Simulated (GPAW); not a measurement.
**Conductance along a series: segments of Si in an Os chain**

How does transport respond as one structural variable is stepped? The junctions: segments of Si in an Os chain.

Main program and level: GPAW 26.7.0; GPAW LCAO, PAW setups; Landauer transmission from Green's functions with principal layers (ASE), zero bias.

Report form: the programs' logs are mostly left out.

## Step 1: Set-up

The cell holds 15 atoms: 14 Os and 1 Si. Cell: a = 9.000 Å, b = 9.000 Å, c = 34.066 Å, α = 90.0°, β = 90.0°, γ = 90.0°. Regions: left lead, 7 atoms (7 Os); channel, 1 atom (1 Si); right lead, 7 atoms (7 Os). Vacuum lies along a and b. The structure is stacked along c, and the current runs across the ab planes.

## Step 2: Member of the series, foreign atoms 1

The structure changes from member to member while basis and functional stay, so that the trend is less open to errors of the level than any single value.

run.py

```python
import json
import numpy as np
from ase import Atoms
from ase.transport.calculators import TransportCalculator
from gpaw import GPAW, FermiDirac
from gpaw.lcao.tools import get_lcao_hamiltonian
from scipy.linalg import eigh

# The junction with lead layers at both ends, along the third cell vector
device = Atoms(
    ['Os', 'Os', 'Os', 'Os', 'Os', 'Os', 'Os', 'Si', 'Os', 'Os', 'Os', 'Os', 'Os', 'Os', 'Os'],
    positions=[
        [4.50000, 4.50000, 1.14000],
        [4.50000, 4.50000, 3.42000],
        [4.50000, 4.50000, 5.70000],
        [4.50000, 4.50000, 7.98000],
        [4.50000, 4.50000, 10.26000],
        [4.50000, 4.50000, 12.54000],
        [4.50000, 4.50000, 14.82000],
        [4.50000, 4.50000, 17.03300],
        [4.50000, 4.50000, 19.24600],
        [4.50000, 4.50000, 21.52600],
        [4.50000, 4.50000, 23.80600],
        [4.50000, 4.50000, 26.08600],
        [4.50000, 4.50000, 28.36600],
        [4.50000, 4.50000, 30.64600],
        [4.50000, 4.50000, 32.92600]],
    cell=[[9.0, 0.0, 0.0], [0.0, 9.0, 0.0], [0.0, 0.0, 34.066]],
    pbc=True)

# One principal layer of the lead: the first 5 atoms of the device
lead = Atoms(
    ['Os', 'Os', 'Os', 'Os', 'Os'],
    positions=[
        [4.50000, 4.50000, 1.14000],
        [4.50000, 4.50000, 3.42000],
        [4.50000, 4.50000, 5.70000],
        [4.50000, 4.50000, 7.98000],
        [4.50000, 4.50000, 10.26000]],
    cell=[[9.0, 0.0, 0.0], [0.0, 9.0, 0.0], [0.0, 0.0, 11.4]],
    pbc=True)

settings = dict(mode='lcao', basis='dzp', xc='PBE', h=0.2,
                occupations=FermiDirac(0.1), maxiter=250,
                mixer=dict(beta=0.1, nmaxold=8, weight=100.0),
                convergence=dict(density=0.0001))
energies = np.arange(-2, 2 + 1e-9, 0.05)
eta = 0.0001
n1, n2 = 1, 1
# k and -k transmit alike, so half of the mesh across the current serves
mesh = [(i, j) for i in range(n1) for j in range(n2) if (i, j) <= (-i % n1, -j % n2)]
weights = np.array([1 if (i, j) == (-i % n1, -j % n2) else 2 for i, j in mesh]) / (n1 * n2)

# [... helper functions left out ...]
fermi_lead = ground_state(lead, (1, 1, 10), 'lead.txt')
fermi_device = ground_state(device, (1, 1, 3), 'device.txt')
# [... loop over the mesh left out, but for ...]
        # Shift the lead onto the potential of the device's first layer
        shift = ((H[:, 0, 0] - H0[:, 0, 0]) / S0[0, 0]).real.mean()
# [...]
kT = 8.617333e-5 * 300
bias = [0.1, 0.2, 0.5, 1.0, 1.5, 2.0]
# [... integrals and printing left out ...]
```

Started as:

```bash
$ OMP_NUM_THREADS=1 OPENBLAS_NUM_THREADS=1 python run.py
```

Elapsed: 5.3 min, on 1 thread of Arm Neoverse N1, shared host; peak memory 1.3 GiB.

This step gave:

```yaml
conductance: 2.608 G₀
largest_coupling_past_the_next_principal_layer: 1.09e-6 eV
largest_misfit_of_the_first_principal_layer: 0.1682 eV
shift_that_aligns_the_lead: 0.001810 eV
basis_functions_of_the_junction: 391
basis_functions_of_a_principal_layer: 135
transmission_at_the_fermi_level_one_spin: 2.609
```

One spin. Transmission, zone mean against energy, zero at the Fermi level:

```csv
energy (eV),"transmission, zone mean"
-2.00,1.51
-1.90,1.57
-1.80,1.62
-1.70,1.68
-1.55,1.77
-1.45,1.82
-1.35,1.88
-1.25,1.94
-1.15,2.00
-1.05,2.06
-0.90,2.16
-0.80,2.23
-0.70,2.30
-0.60,2.36
-0.50,2.42
-0.40,2.47
-0.25,2.53
-0.15,2.57
-0.05,2.60
0.00,2.61
0.05,2.62
0.15,2.62
0.25,2.62
0.40,2.62
0.50,2.62
0.60,2.63
0.70,2.63
0.80,2.64
0.90,2.65
1.05,2.66
1.15,2.67
1.25,2.67
1.35,2.71
1.45,2.73
1.55,2.74
1.65,2.74
1.70,2.74
1.80,2.73
1.90,2.70
2.00,2.64
```

Not self-consistent under bias; the bias window is split evenly. Current through one cell, from the zero-bias transmission against bias:

```
bias (V)  current through one cell, from the zero-bias transmission (μA)
   0.100                                                            20.2
   0.200                                                            40.4
   0.500                                                             101
   1.000                                                             199
   1.500                                                             296
   2.000                                                             389
```

The transmission of the three most open eigenchannels by energy, zero at the Fermi level:

| energy (eV) | channel 1 | channel 2 | channel 3 |
| --- | --- | --- | --- |
| -2.00 | 0.971 | 0.270 | 0.270 |
| -1.85 | 0.966 | 0.314 | 0.314 |
| -1.70 | 0.963 | 0.358 | 0.358 |
| -1.60 | 0.960 | 0.388 | 0.388 |
| -1.45 | 0.955 | 0.433 | 0.433 |
| -1.30 | 0.948 | 0.480 | 0.480 |
| -1.15 | 0.940 | 0.529 | 0.529 |
| -1.05 | 0.933 | 0.563 | 0.563 |
| -0.90 | 0.923 | 0.616 | 0.616 |
| -0.75 | 0.915 | 0.670 | 0.670 |
| -0.60 | 0.907 | 0.721 | 0.721 |
| -0.50 | 0.902 | 0.752 | 0.752 |
| -0.35 | 0.894 | 0.792 | 0.792 |
| -0.20 | 0.884 | 0.823 | 0.823 |
| -0.05 | 0.874 | 0.845 | 0.845 |
| 0.00 | 0.871 | 0.851 | 0.851 |
| 0.05 | 0.867 | 0.856 | 0.856 |
| 0.20 | 0.869 | 0.869 | 0.855 |
| 0.35 | 0.879 | 0.879 | 0.842 |
| 0.50 | 0.890 | 0.890 | 0.828 |
| 0.60 | 0.899 | 0.899 | 0.818 |
| 0.75 | 0.914 | 0.914 | 0.800 |
| 0.90 | 0.932 | 0.932 | 0.779 |
| 1.05 | 0.951 | 0.951 | 0.756 |
| 1.15 | 0.963 | 0.963 | 0.739 |
| 1.30 | 0.980 | 0.980 | 0.729 |
| 1.45 | 0.992 | 0.992 | 0.743 |
| 1.60 | 0.998 | 0.998 | 0.744 |
| 1.70 | 0.998 | 0.998 | 0.743 |
| 1.85 | 0.987 | 0.987 | 0.739 |
| 2.00 | 0.952 | 0.952 | 0.735 |

Couplings past the next layer reach 1.1e-6 eV, small enough to drop; the matrix elements of the cell's first layer differ from the bulk lead's by up to 0.17 eV. That layer keeps its own values in the calculation, and only beyond it is the lead taken as perfect. The Fermi levels of lead and junction count from different zeros of potential, one for each periodic cell; with both set to zero, the small remaining shift is what aligns them. Without spin-orbit coupling, which is large for these atoms, channel counts and T are those of the scalar-relativistic bands. By hand: G = 2.608 × 77.48 μS = 202 μS, a resistance of 4.95 kΩ; at 0.1 V a linear junction would pass 20.2 μA, and the integral over the bias window gives 20.2 μA.

## Step 3: Member of the series, 16 atoms: segment atoms = 2

System of this step: 2 Si atoms in an Os chain. The cell holds 16 atoms: 14 Os and 2 Si. Cell: a = 9.000 Å, b = 9.000 Å, c = 36.266 Å, α = 90.0°, β = 90.0°, γ = 90.0°. Regions: left lead, 7 atoms (7 Os); channel, 2 atoms (2 Si); right lead, 7 atoms (7 Os). Vacuum lies along a and b. The structure is stacked along c, and the current runs across the ab planes.

Edit run.py of step 2 so:

```diff
@@ -10,3 +10,3 @@
 device = Atoms(
-    ['Os', 'Os', 'Os', 'Os', 'Os', 'Os', 'Os', 'Si', 'Os', 'Os', 'Os', 'Os', 'Os', 'Os', 'Os'],
+    ['Os', 'Os', 'Os', 'Os', 'Os', 'Os', 'Os', 'Si', 'Si', 'Os', 'Os', 'Os', 'Os', 'Os', 'Os', 'Os'],
     positions=[
@@ -20,10 +20,11 @@
         [4.50000, 4.50000, 17.03300],
-        [4.50000, 4.50000, 19.24600],
-        [4.50000, 4.50000, 21.52600],
-        [4.50000, 4.50000, 23.80600],
-        [4.50000, 4.50000, 26.08600],
-        [4.50000, 4.50000, 28.36600],
-        [4.50000, 4.50000, 30.64600],
-        [4.50000, 4.50000, 32.92600]],
-    cell=[[9.0, 0.0, 0.0], [0.0, 9.0, 0.0], [0.0, 0.0, 34.066]],
+        [4.50000, 4.50000, 19.23300],
+        [4.50000, 4.50000, 21.44600],
+        [4.50000, 4.50000, 23.72600],
+        [4.50000, 4.50000, 26.00600],
+        [4.50000, 4.50000, 28.28600],
+        [4.50000, 4.50000, 30.56600],
+        [4.50000, 4.50000, 32.84600],
+        [4.50000, 4.50000, 35.12600]],
+    cell=[[9.0, 0.0, 0.0], [0.0, 9.0, 0.0], [0.0, 0.0, 36.266]],
     pbc=True)
@@ -55,3 +56,3 @@
 fermi_lead = ground_state(lead, (1, 1, 10), 'lead.txt')
-fermi_device = ground_state(device, (1, 1, 3), 'device.txt')
+fermi_device = ground_state(device, (1, 1, 2), 'device.txt')
 # [... loop over the mesh left out, but for ...]
```

The job ended after 5.1 min (1 thread; peak memory 1.4 GiB).

Numbers from this step:

* conductance: 2.512 G₀
* largest misfit of the first principal layer: 0.1074 eV
* shift that aligns the lead: -6.45e-4 eV
* basis functions of the junction: 404
* transmission at the Fermi level (one spin): 2.514

One spin. Table of transmission, zone mean by energy, zero at the Fermi level:

| energy (eV) | transmission, zone mean |
| --- | --- |
| -2.00 | 0.844 |
| -1.90 | 0.851 |
| -1.80 | 0.867 |
| -1.70 | 0.892 |
| -1.55 | 0.946 |
| -1.45 | 0.998 |
| -1.35 | 1.06 |
| -1.25 | 1.15 |
| -1.15 | 1.25 |
| -1.05 | 1.38 |
| -0.90 | 1.61 |
| -0.80 | 1.77 |
| -0.70 | 1.94 |
| -0.60 | 2.09 |
| -0.50 | 2.22 |
| -0.40 | 2.32 |
| -0.25 | 2.44 |
| -0.15 | 2.48 |
| -0.05 | 2.51 |
| 0.00 | 2.51 |
| 0.05 | 2.52 |
| 0.10 | 2.52 |
| 0.15 | 2.52 |
| 0.25 | 2.51 |
| 0.40 | 2.48 |
| 0.50 | 2.45 |
| 0.60 | 2.43 |
| 0.70 | 2.40 |
| 0.80 | 2.37 |
| 0.90 | 2.35 |
| 1.05 | 2.33 |
| 1.15 | 2.32 |
| 1.25 | 2.32 |
| 1.35 | 2.36 |
| 1.45 | 2.38 |
| 1.55 | 2.40 |
| 1.70 | 2.43 |
| 1.80 | 2.46 |
| 1.90 | 2.48 |
| 2.00 | 2.48 |

Not self-consistent under bias; the bias window is split evenly. Current through one cell, from the zero-bias transmission against bias:

| bias (V) | current through one cell, from the zero-bias transmission (μA) |
| --- | --- |
| 0.100 | 19.5 |
| 0.200 | 38.9 |
| 0.500 | 96.8 |
| 1.000 | 190 |
| 1.500 | 277 |
| 2.000 | 354 |

Table of transmission of the three most open eigenchannels by energy, zero at the Fermi level:

```
energy (eV)  channel 1  channel 2  channel 3
      -2.00      0.763     0.0405     0.0405
      -1.90      0.747     0.0521     0.0521
      -1.80      0.734     0.0665     0.0665
      -1.70      0.722     0.0846     0.0846
      -1.55      0.705      0.121      0.121
      -1.45      0.692      0.153      0.153
      -1.35      0.678      0.193      0.193
      -1.25      0.663      0.242      0.242
      -1.15      0.647      0.303      0.303
      -1.05      0.632      0.374      0.374
      -0.90      0.611      0.497      0.497
      -0.80      0.600      0.586      0.586
      -0.70      0.673      0.673      0.590
      -0.60      0.753      0.753      0.581
      -0.50      0.823      0.823      0.573
      -0.40      0.880      0.880      0.565
      -0.25      0.941      0.941      0.553
      -0.15      0.968      0.968      0.544
      -0.05      0.985      0.985      0.536
       0.00      0.991      0.991      0.532
       0.05      0.995      0.995      0.528
       0.15      0.999      0.999      0.520
       0.25      0.998      0.998      0.512
       0.40      0.990      0.990      0.499
       0.50      0.982      0.982      0.489
       0.60      0.973      0.973      0.480
       0.70      0.964      0.964      0.471
       0.80      0.956      0.956      0.462
       0.90      0.948      0.948      0.455
       1.05      0.941      0.941      0.447
       1.15      0.938      0.938      0.445
       1.25      0.939      0.939      0.446
       1.35      0.942      0.942      0.476
       1.45      0.948      0.948      0.482
       1.55      0.956      0.956      0.485
       1.70      0.973      0.973      0.485
       1.80      0.985      0.985      0.485
       1.90      0.996      0.996      0.484
       2.00      0.998      0.998      0.482
```

The conductance, 2.51 G₀, lies 3.7 % below that of the member before.

## Step 4: Junction, 17 atoms: segment atoms = 3

System of this step: 3 Si atoms in an Os chain. The cell holds 17 atoms: 14 Os and 3 Si. Cell: a = 9.000 Å, b = 9.000 Å, c = 38.466 Å, α = 90.0°, β = 90.0°, γ = 90.0°. Regions: left lead, 7 atoms (7 Os); channel, 3 atoms (3 Si); right lead, 7 atoms (7 Os). Vacuum lies along a and b. The structure is stacked along c, and the current runs across the ab planes.

Edit run.py of step 3 so:

```diff
@@ -10,3 +10,3 @@
 device = Atoms(
-    ['Os', 'Os', 'Os', 'Os', 'Os', 'Os', 'Os', 'Si', 'Si', 'Os', 'Os', 'Os', 'Os', 'Os', 'Os', 'Os'],
+    ['Os', 'Os', 'Os', 'Os', 'Os', 'Os', 'Os', 'Si', 'Si', 'Si', 'Os', 'Os', 'Os', 'Os', 'Os', 'Os', 'Os'],
     positions=[
@@ -21,10 +21,11 @@
         [4.50000, 4.50000, 19.23300],
-        [4.50000, 4.50000, 21.44600],
-        [4.50000, 4.50000, 23.72600],
-        [4.50000, 4.50000, 26.00600],
-        [4.50000, 4.50000, 28.28600],
-        [4.50000, 4.50000, 30.56600],
-        [4.50000, 4.50000, 32.84600],
-        [4.50000, 4.50000, 35.12600]],
-    cell=[[9.0, 0.0, 0.0], [0.0, 9.0, 0.0], [0.0, 0.0, 36.266]],
+        [4.50000, 4.50000, 21.43300],
+        [4.50000, 4.50000, 23.64600],
+        [4.50000, 4.50000, 25.92600],
+        [4.50000, 4.50000, 28.20600],
+        [4.50000, 4.50000, 30.48600],
+        [4.50000, 4.50000, 32.76600],
+        [4.50000, 4.50000, 35.04600],
+        [4.50000, 4.50000, 37.32600]],
+    cell=[[9.0, 0.0, 0.0], [0.0, 9.0, 0.0], [0.0, 0.0, 38.466]],
     pbc=True)
```

It took 6 min on 1 thread; peak memory 1.4 GiB.

The conductance, 2.11 G₀, lies 16 % below that of the member before.

## Step 5: Member of the series, 18 atoms: segment atoms = 4

System of this step: 4 Si atoms in an Os chain. The cell holds 18 atoms: 14 Os and 4 Si. Its edges and angles: a = 9.000 Å, b = 9.000 Å, c = 40.666 Å, α = 90.0°, β = 90.0°, γ = 90.0°. Regions: left lead, 7 atoms (7 Os); channel, 4 atoms (4 Si); right lead, 7 atoms (7 Os). Vacuum lies along a and b. The structure is stacked along c, and the current runs across the ab planes.

Edit run.py of step 4 so:

```diff
@@ -10,3 +10,3 @@
 device = Atoms(
-    ['Os', 'Os', 'Os', 'Os', 'Os', 'Os', 'Os', 'Si', 'Si', 'Si', 'Os', 'Os', 'Os', 'Os', 'Os', 'Os', 'Os'],
+    ['Os', 'Os', 'Os', 'Os', 'Os', 'Os', 'Os', 'Si', 'Si', 'Si', 'Si', 'Os', 'Os', 'Os', 'Os', 'Os', 'Os', 'Os'],
     positions=[
@@ -22,10 +22,11 @@
         [4.50000, 4.50000, 21.43300],
-        [4.50000, 4.50000, 23.64600],
-        [4.50000, 4.50000, 25.92600],
-        [4.50000, 4.50000, 28.20600],
-        [4.50000, 4.50000, 30.48600],
-        [4.50000, 4.50000, 32.76600],
-        [4.50000, 4.50000, 35.04600],
-        [4.50000, 4.50000, 37.32600]],
-    cell=[[9.0, 0.0, 0.0], [0.0, 9.0, 0.0], [0.0, 0.0, 38.466]],
+        [4.50000, 4.50000, 23.63300],
+        [4.50000, 4.50000, 25.84600],
+        [4.50000, 4.50000, 28.12600],
+        [4.50000, 4.50000, 30.40600],
+        [4.50000, 4.50000, 32.68600],
+        [4.50000, 4.50000, 34.96600],
+        [4.50000, 4.50000, 37.24600],
+        [4.50000, 4.50000, 39.52600]],
+    cell=[[9.0, 0.0, 0.0], [0.0, 9.0, 0.0], [0.0, 0.0, 40.666]],
     pbc=True)
```

Wall time 5.5 min (1 thread); peak memory 1.5 GiB.

One spin. Table of transmission, zone mean by energy, zero at the Fermi level:

```
energy (eV)  transmission, zone mean
     -2.000                    0.296
     -1.800                    0.280
     -1.600                    0.284
     -1.400                    0.358
     -1.200                    0.853
     -1.000                     2.20
     -0.950                     2.22
     -0.800                     1.87
     -0.600                     1.67
     -0.400                     1.78
     -0.200                     2.02
      0.000                     2.24
      0.200                     2.35
      0.400                     2.36
      0.600                     2.33
      0.800                     2.33
      1.000                     2.40
      1.200                     2.56
      1.400                     2.76
      1.600                     2.91
      1.800                     2.97
      2.000                     2.92
```

The conductance, 2.23 G₀, lies 6.0 % above that of the member before.

## Step 6: Junction, 19 atoms: segment atoms = 5

System of this step: 5 Si atoms in an Os chain. The cell holds 19 atoms: 14 Os and 5 Si. Cell: a = 9.000 Å, b = 9.000 Å, c = 42.866 Å, α = 90.0°, β = 90.0°, γ = 90.0°. Regions: left lead, 7 atoms (7 Os); channel, 5 atoms (5 Si); right lead, 7 atoms (7 Os). Vacuum lies along a and b. The structure is stacked along c, and the current runs across the ab planes.

Edit run.py of step 5 so:

```diff
@@ -10,3 +10,3 @@
 device = Atoms(
-    ['Os', 'Os', 'Os', 'Os', 'Os', 'Os', 'Os', 'Si', 'Si', 'Si', 'Si', 'Os', 'Os', 'Os', 'Os', 'Os', 'Os', 'Os'],
+    ['Os', 'Os', 'Os', 'Os', 'Os', 'Os', 'Os', 'Si', 'Si', 'Si', 'Si', 'Si', 'Os', 'Os', 'Os', 'Os', 'Os', 'Os', 'Os'],
     positions=[
@@ -23,10 +23,11 @@
         [4.50000, 4.50000, 23.63300],
-        [4.50000, 4.50000, 25.84600],
-        [4.50000, 4.50000, 28.12600],
-        [4.50000, 4.50000, 30.40600],
-        [4.50000, 4.50000, 32.68600],
-        [4.50000, 4.50000, 34.96600],
-        [4.50000, 4.50000, 37.24600],
-        [4.50000, 4.50000, 39.52600]],
-    cell=[[9.0, 0.0, 0.0], [0.0, 9.0, 0.0], [0.0, 0.0, 40.666]],
+        [4.50000, 4.50000, 25.83300],
+        [4.50000, 4.50000, 28.04600],
+        [4.50000, 4.50000, 30.32600],
+        [4.50000, 4.50000, 32.60600],
+        [4.50000, 4.50000, 34.88600],
+        [4.50000, 4.50000, 37.16600],
+        [4.50000, 4.50000, 39.44600],
+        [4.50000, 4.50000, 41.72600]],
+    cell=[[9.0, 0.0, 0.0], [0.0, 9.0, 0.0], [0.0, 0.0, 42.866]],
     pbc=True)
```

It took 5.9 min on 1 thread; peak memory 1.6 GiB.

One spin. The transmission, zone mean by energy, zero at the Fermi level:

energy (eV), transmission, zone mean and a bar:
```
    -2.00       0.17 
    -1.90       0.16 
    -1.80       0.16 
    -1.70       0.16 
    -1.55       0.17 
    -1.45       0.20 
    -1.35       0.34 ##
    -1.25       1.02 #########
    -1.15       2.15 #####################
    -1.05       1.58 ###############
    -0.90       1.23 ###########
    -0.80       1.28 ############
    -0.70       1.47 ##############
    -0.60       1.74 #################
    -0.50       2.01 ####################
    -0.40       2.19 ######################
    -0.25       2.24 ######################
    -0.15       2.20 ######################
    -0.05       2.17 #####################
     0.00       2.16 #####################
     0.05       2.16 #####################
     0.15       2.18 #####################
     0.25       2.24 ######################
     0.40       2.37 #######################
     0.50       2.49 #########################
     0.60       2.62 ##########################
     0.70       2.75 ###########################
     0.80       2.87 #############################
     0.90       2.95 ##############################
     1.00       2.99 ##############################
     1.05       2.98 ##############################
     1.15       2.94 ##############################
     1.25       2.87 #############################
     1.35       2.81 ############################
     1.45       2.76 ############################
     1.55       2.72 ###########################
     1.70       2.68 ###########################
     1.80       2.66 ###########################
     1.90       2.63 ##########################
     2.00       2.58 ##########################
```

The conductance, 2.16 G₀, lies 3.2 % below that of the member before.

[end of part 1 of 2]

[Logs are printed without paths, hosts, clocks, repeated set-up lines and the standing remarks that a program may print on its own settings, such as how far it seeks lower states.]

[Hosts, paths, dates, database ids (printed as entryN), source tags and the programs' standing remarks are cut or masked in the printed files.]
